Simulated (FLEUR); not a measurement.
# Calculated records

```cif
data_fept
_symmetry_space_group_name_H-M 'P4/mmm'
_symmetry_Int_Tables_number 123
_cell_length_a 2.7235
_cell_length_b 2.7235
_cell_length_c 3.7200
_cell_angle_alpha 90.000
_cell_angle_beta 90.000
_cell_angle_gamma 90.000
_cell_volume 27.59
loop_
_atom_site_label
_atom_site_type_symbol
_atom_site_symmetry_multiplicity
_atom_site_Wyckoff_symbol
_atom_site_fract_x
_atom_site_fract_y
_atom_site_fract_z
_atom_site_occupancy
Fe1 Fe 1 a 0.00000 0.00000 0.00000 1
Pt1 Pt 1 d 0.50000 0.50000 0.50000 1
_calc_subject 'FePt (Tetraferroplatinum): parallel and opposed starts'
_calc_method 'PBEsol; all-electron FLAPW, Dirac cores, scalar-relativistic bands'
_calc_program 'FLEUR MaX-R8.1'
_calc_settings_of_one_run 'kmax 3.6 1/bohr, gmax 10.8 1/bohr, muffin tin radii Fe: 2.47, Pt: 2.47 bohr, lmax Fe: [10, 8], Pt: [10, 8], hist occupations, smearing width 0.05 eV, mixer Anderson, mixing 0.05, max iterations 90, stop 2.00e-5 me/bohr³, collinear spin, 10×10×10 k-mesh, mesh matched on, starting moments 2.8 0 μB'
_calc_cost '4 runs, 3.6 min in all on 4 MPI ranks of Arm Neoverse V1, shared host (the runs of this entry)'
_calc_notes 'The run is spin-polarised, with a total moment of 3.33 μB a cell. Only 4 starts were tried; other patterns of signs, canted and longer-period orders were not.'
_calc_lowest_state_found 'ferromagnetic (initial ferro +)'
_calc_largest_site_spin_moment '2.98 μB'
_calc_next_finished_state 'antiferromagnetic, 6.49 meV a seeded atom higher'
_calc_energy_gained_by_spin_polarisation '699 meV a seeded atom'
```

[Logs and program files are shortened in this print: banners, set-up blocks, solver, clock and traceback lines can be left out without a mark of their own.]

[Logs are printed without paths, hosts, clocks, repeated set-up lines and the standing remarks that a program may print on its own settings, such as how far it seeks lower states.]

[Hosts, paths, dates, database ids (printed as entryN), source tags and the programs' standing remarks are cut or masked in the printed files.]

[Where a cell is said to come from a database of computed structures, the database is the Materials Project.]
